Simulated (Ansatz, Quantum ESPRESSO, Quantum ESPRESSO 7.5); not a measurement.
# Zr2COS MXene, 1 layer: biaxial strain by an ASE script

Wanted: deformation of the bands of Zr2COS MXene, 1 layer, driven from Python.

Method: plane-wave DFT, PBE, GBRV ultrasoft pseudopotentials (geometry by Ansatz 0.2.0 with PAW datasets; geometry under PBE), in Quantum ESPRESSO 7.5.

Most raw output is cut from this account.

### 1. Starting point

The cell holds 5 atoms: 1 S, 2 Zr, 1 C and 1 O. Cell: a = 3.289 Å, b = 3.289 Å, c = 20.587 Å, α = 90.0°, β = 90.0°, γ = 120.0°. It derives from Zr2COS. Vacuum lies along c.

### 2. Geometry from Ansatz

The geometry comes first, from a plane-wave PAW code, so that the later runs on this slab share one structure.

File input.yaml:

```yaml
crystal:
  lattice:
    - [3.289, 0.0, 0.0]
    - [-1.6445, 2.848357553, 0.0]
    - [0.0, 0.0, 20.5866226631]
  atoms:
    - { symbol: S, position: [0.3333333333, 0.6666666667, 0.3643142502] }
    - { symbol: Zr, position: [0.6666666667, 0.3333333333, 0.4523518813] }
    - { symbol: C, position: [0.0, 0.0, 0.5153904766] }
    - { symbol: Zr, position: [0.3333333333, 0.6666666667, 0.5784290718] }
    - { symbol: O, position: [0.6666666667, 0.3333333333, 0.6356857498] }
kpoints:
  mp_grid: { grid: [12, 12, 1] }
hamiltonian:
  xc: pbe
scf:
  occupations: { method: fermi_dirac, width: 0.05 }
  convergence: { dr2_threshold: 1.0e-08 }
efield:
  axis: 3
  dipole_correction: true
  ramp_position: 0.97
  ramp_width: 0.04
relax:
  f_tol: 0.01
  cell: { fix: [c, alpha, beta] }
output:
  write_potential: true
  write_density: true
  volumetric_format: npy
```

Command:

```sh
$ ansatz run input.yaml --threads 4 --pin off --max-ram 8192MiB --backend cpu --events-out ev --progress --plain --runs-dir out
```

Wall time 21 s (4 threads of Arm Neoverse V2, shared host); peak memory 0.53 GiB; 77 s of CPU time.

The steps of the relaxation:

| step | energy less that of the first step (eV) | largest force component (eV/Å) | pressure (GPa) | volume (Å³) |
| --- | --- | --- | --- | --- |
| 1 | 0.0000 | 4.6937 | 0.78 | 192.86 |
| 2 | -0.5472 | 2.5057 | -0.33 | 203.22 |
| 3 | -0.5755 | 0.9410 | -0.19 | 211.98 |
| 4 | -0.7103 | 0.1753 | 0.59 | 202.10 |
| 5 | -0.7144 | 0.0670 | 0.02 | 203.91 |
| 6 | -0.7146 | 0.0117 | -0.01 | 203.98 |
| 7 | -0.7146 | 0.0046 | -0.01 | 203.97 |
| 8* | -0.7234 | 0.0048 | 0.06 | 203.97 |
| 9 | -0.7233 | 0.0030 | 0.00 | 204.23 |
| 10* | -0.7234 | 0.0030 | 0.00 | 204.23 |

Relaxation steps marked * repeat the geometry before them on a plane-wave basis chosen anew for their cell, so energy and pressure can jump there.

| cell as run | before | after | change |
| --- | --- | --- | --- |
| a (Å) | 3.289 | 3.385 | +2.9 % |
| b (Å) | 3.289 | 3.385 | +2.9 % |

The atoms that moved most (Å, along periodic axes as changes of fractional coordinates times the final cell, across vacuum about the mean position):

| atom | dx | dy | dz | length |
| --- | --- | --- | --- | --- |
| O5 | 0.000 | 0.000 | -0.202 | 0.202 |
| S1 | 0.000 | 0.000 | 0.165 | 0.165 |
| Zr4 | 0.000 | 0.000 | 0.096 | 0.096 |
| Zr2 | 0.000 | 0.000 | -0.048 | 0.048 |
| C3 | 0.000 | 0.000 | -0.010 | 0.010 |

The relaxed structure:

```xyz
5
Lattice="3.3845 0.0000 0.0000 -1.6923 2.9311 0.0000 0.0000 0.0000 20.5866" Properties=species:S:1:pos:R:3
S     0.0000    1.9541    7.6648
Zr    1.6923    0.9770    9.2641
C     0.0000    0.0000   10.6002
Zr    0.0000    1.9541   12.0034
O     1.6923    0.9770   12.8846
```

This step gave:

* free energy: -10094.0265 eV
* energy at zero smearing: -10094.0242 eV
* smearing term TS: 0.004477 eV
* Fermi energy: 0.9203 eV
* symmetry operations: 6
* work function of the upper face: 4.634 eV
* work function of the lower face: 6.129 eV
* dipole along the normal: 0.08197 e·Å

### 3. The script

Under ESM bc1 levels count from the vacuum, or from the mean of the two vacuum levels where the sheet has a dipole, so band edges at unlike strains can be compared.

Level of this step: plane-wave DFT, PBE, GBRV ultrasoft pseudopotentials (Quantum ESPRESSO 7.5).

File run.py:

```python
import json
import numpy as np
from ase import Atoms
from ase.calculators.espresso import Espresso, EspressoProfile

profile = EspressoProfile(command='mpirun -n 4 pw.x -nk 4', pseudo_dir='../pseudo')
pseudopotentials = {'C': 'c_pbe_v1.2.uspp.F.UPF', 'O': 'o_pbe_v1.2.uspp.F.UPF', 'S': 's_pbe_v1.4.uspp.F.UPF', 'Zr': 'zr_pbe_v1.uspp.F.UPF'}
system = {'ecutwfc': 40, 'ecutrho': 200, 'occupations': 'smearing', 'smearing': 'fd', 'degauss': 0.002}


def calculator(name, kpts, **extra):
    data = dict(control=dict(tprnfor=True, verbosity='high', disk_io='none'),
                system=system | extra,
                electrons=dict(conv_thr=1e-09, mixing_beta=0.4, mixing_mode='plain',
                               electron_maxstep=100))
    return Espresso(profile=profile, directory=name, pseudopotentials=pseudopotentials, kpts=kpts, input_data=data)


def centre(atoms):
    z = atoms.positions[:, 2]
    atoms.positions[:, 2] -= (z.max() + z.min()) / 2  # ESM wants the slab about z = 0
    return atoms

sheet = Atoms(
    ['S', 'Zr', 'C', 'Zr', 'O'],
    scaled_positions=[
        [0.3333333333, 0.6666666667, 0.3723216151],
        [0.6666666667, 0.3333333333, 0.4500038362],
        [0.0000000000, 0.0000000000, 0.5149049590],
        [0.3333333333, 0.6666666667, 0.5830687962],
        [0.6666666667, 0.3333333333, 0.6258722233]],
    cell=[
        [3.384517315833, 0.000000000000, 0.000000000000],
        [-1.692258657916, 2.931077975060, 0.000000000000],
        [0.000000000000, 0.000000000000, 20.586622663100]],
    pbc=True)

rows = []
for strain in [-0.03, -0.015, 0.0, 0.015, 0.03]:
    atoms = sheet.copy()
    atoms.set_cell(sheet.cell.array * [[1 + strain], [1 + strain], [1]], scale_atoms=True)
    atoms = centre(atoms)
    atoms.calc = calculator(f's{strain:+.3f}', (12, 12, 1), assume_isolated='esm', esm_bc='bc1', nbnd=24)
    energy = atoms.get_potential_energy()
    levels = np.array([atoms.calc.get_eigenvalues(kpt=i) for i in range(len(atoms.calc.get_ibz_k_points()))])
    top, bottom = levels[:, 19].max(), levels[:, 20].min()
    direct = (levels[:, 20] - levels[:, 19]).min()
    rows.append([strain, energy, top, bottom, direct])
    print(f'strain {strain:+.3f}: E = {energy:.5f} eV, valence top {top:.3f}, conduction bottom {bottom:.3f}, '
          f'gap {bottom - top:.3f}, least direct gap {direct:.3f} eV')

x, energy, top, bottom, direct = np.array(rows).T
area = np.linalg.norm(np.cross(*sheet.cell[:2]))
stiffness = np.polyfit(x, energy, 2)[0] / area * 16.0218  # C11 + C12, heights clamped
print(f'valence and conduction edges move by {np.polyfit(x, top, 1)[0]:.2f} and {np.polyfit(x, bottom, 1)[0]:.2f} eV per unit biaxial strain')
print(f'C11 + C12 with clamped heights: {stiffness:.1f} N/m')
json.dump(dict(rows=rows, stiffness=stiffness), open('result.json', 'w'))
```

Command:

```sh
$ OMP_NUM_THREADS=1 python run.py
```

Wall time 3.8 min (4 MPI ranks); peak memory 0.75 GiB; 15 min of CPU time.

Numbers from this step:

| Property | Result |
| --- | --- |
| biaxial stiffness | 341.1 N/m |

The band edge from the vacuum level by biaxial strain:

| biaxial strain (%) | valence top (eV) | conduction bottom (eV) |
| --- | --- | --- |
| -3.00 | -5.00 | -5.37 |
| -1.50 | -5.10 | -5.36 |
| 0.00 | -5.22 | -5.35 |
| 1.50 | -5.32 | -5.34 |
| 3.00 | -5.41 | -5.34 |

Table of gap by biaxial strain:

| biaxial strain (%) | on the mesh (eV) | least direct (eV) |
| --- | --- | --- |
| -3.00 | -0.374 | 0.625 |
| -1.50 | -0.254 | 0.734 |
| 0.00 | -0.131 | 0.846 |
| 1.50 | -0.022 | 0.946 |
| 3.00 | 0.0699 | 1.03 |

Energy over the lowest against biaxial strain:

| biaxial strain (%) | energy over the lowest (meV) |
| --- | --- |
| -3.00 | 204 |
| -1.50 | 49.6 |
| 0.00 | 0 |
| 1.50 | 45.9 |
| 3.00 | 177 |

### 4. The script: PBE, SG15 norm-conserving

Level of this step: plane-wave DFT, PBE, SG15 norm-conserving pseudopotentials (Quantum ESPRESSO 7.5).

run.py is the input of step 3 with these lines changed:

```diff
@@ -6,4 +6,4 @@
 profile = EspressoProfile(command='mpirun -n 4 pw.x -nk 4', pseudo_dir='../pseudo')
-pseudopotentials = {'C': 'c_pbe_v1.2.uspp.F.UPF', 'O': 'o_pbe_v1.2.uspp.F.UPF', 'S': 's_pbe_v1.4.uspp.F.UPF', 'Zr': 'zr_pbe_v1.uspp.F.UPF'}
-system = {'ecutwfc': 40, 'ecutrho': 200, 'occupations': 'smearing', 'smearing': 'fd', 'degauss': 0.002}
+pseudopotentials = {'C': 'C_ONCV_PBE-1.2.upf', 'O': 'O_ONCV_PBE-1.2.upf', 'S': 'S_ONCV_PBE-1.2.upf', 'Zr': 'Zr_ONCV_PBE-1.2.upf'}
+system = {'ecutwfc': 60, 'ecutrho': 240, 'occupations': 'smearing', 'smearing': 'fd', 'degauss': 0.002}
```

Command:

```sh
$ OMP_NUM_THREADS=1 python run.py
```

Run time: 6.9 min. Hardware: 4 MPI ranks; peak memory 0.68 GiB.

This step gave:

* biaxial stiffness: 340.8 N/m

Band edge from the vacuum level against biaxial strain:

| biaxial strain (%) | valence top (eV) | conduction bottom (eV) |
| --- | --- | --- |
| -3.00 | -5.00 | -5.38 |
| -1.50 | -5.11 | -5.37 |
| 0.00 | -5.22 | -5.36 |
| 1.50 | -5.32 | -5.35 |
| 3.00 | -5.41 | -5.35 |

Table of gap by biaxial strain:

| biaxial strain (%) | on the mesh (eV) | least direct (eV) |
| --- | --- | --- |
| -3.00 | -0.381 | 0.625 |
| -1.50 | -0.260 | 0.733 |
| 0.00 | -0.138 | 0.844 |
| 1.50 | -0.0284 | 0.945 |
| 3.00 | 0.0643 | 1.03 |

Energy over the lowest against biaxial strain:

| biaxial strain (%) | energy over the lowest (meV) |
| --- | --- |
| -3.00 | 207 |
| -1.50 | 50.8 |
| 0.00 | 0 |
| 1.50 | 45.0 |
| 3.00 | 174 |

### 5. Worked from the printed numbers

Under equal strain ε in the plane, E = A (C11 + C12) ε². From the points at ±1.5 %: d²E/dε² = (49.65 + 45.91 − 2 × 0.00) meV / 0.015² = 425 eV, and 425/(2 × 9.920 Å²) × 16.02 = 343 N/m.

### 6. What came out

```yaml
c11_c12_heights_clamped_pbe_gbrv_ultrasoft: 341 N/m
c11_c12_heights_clamped_pbe_sg15_norm_conserving: 341 N/m
```

**Reading.** The sheet's biaxial stiffness comes to 341 N/m (PBE, GBRV ultrasoft). The bands touch or overlap at some strains, so edges by band count are no gaps there. Heights are clamped under strain, which makes a sheet with several atomic planes too stiff. Semilocal gaps are too small. The sheet carries a dipole, so the two faces have unlike vacuum levels and the zero lies between them. Spin-orbit coupling is left out; depending on the atoms that carry the levels of interest, it can split and shift them by tens to hundreds of meV.

[Logs are printed without paths, hosts, clocks, repeated set-up lines and the standing remarks that a program may print on its own settings, such as how far it seeks lower states.]

[Hosts, paths, dates, database ids (printed as entryN), source tags and the programs' standing remarks are cut or masked in the printed files.]

[Maps of the electrostatic potential energy from Ansatz leave out the sawtooth potential of an applied field or a dipole correction, so their vacuum need not be flat; planar profiles and work functions include it.]
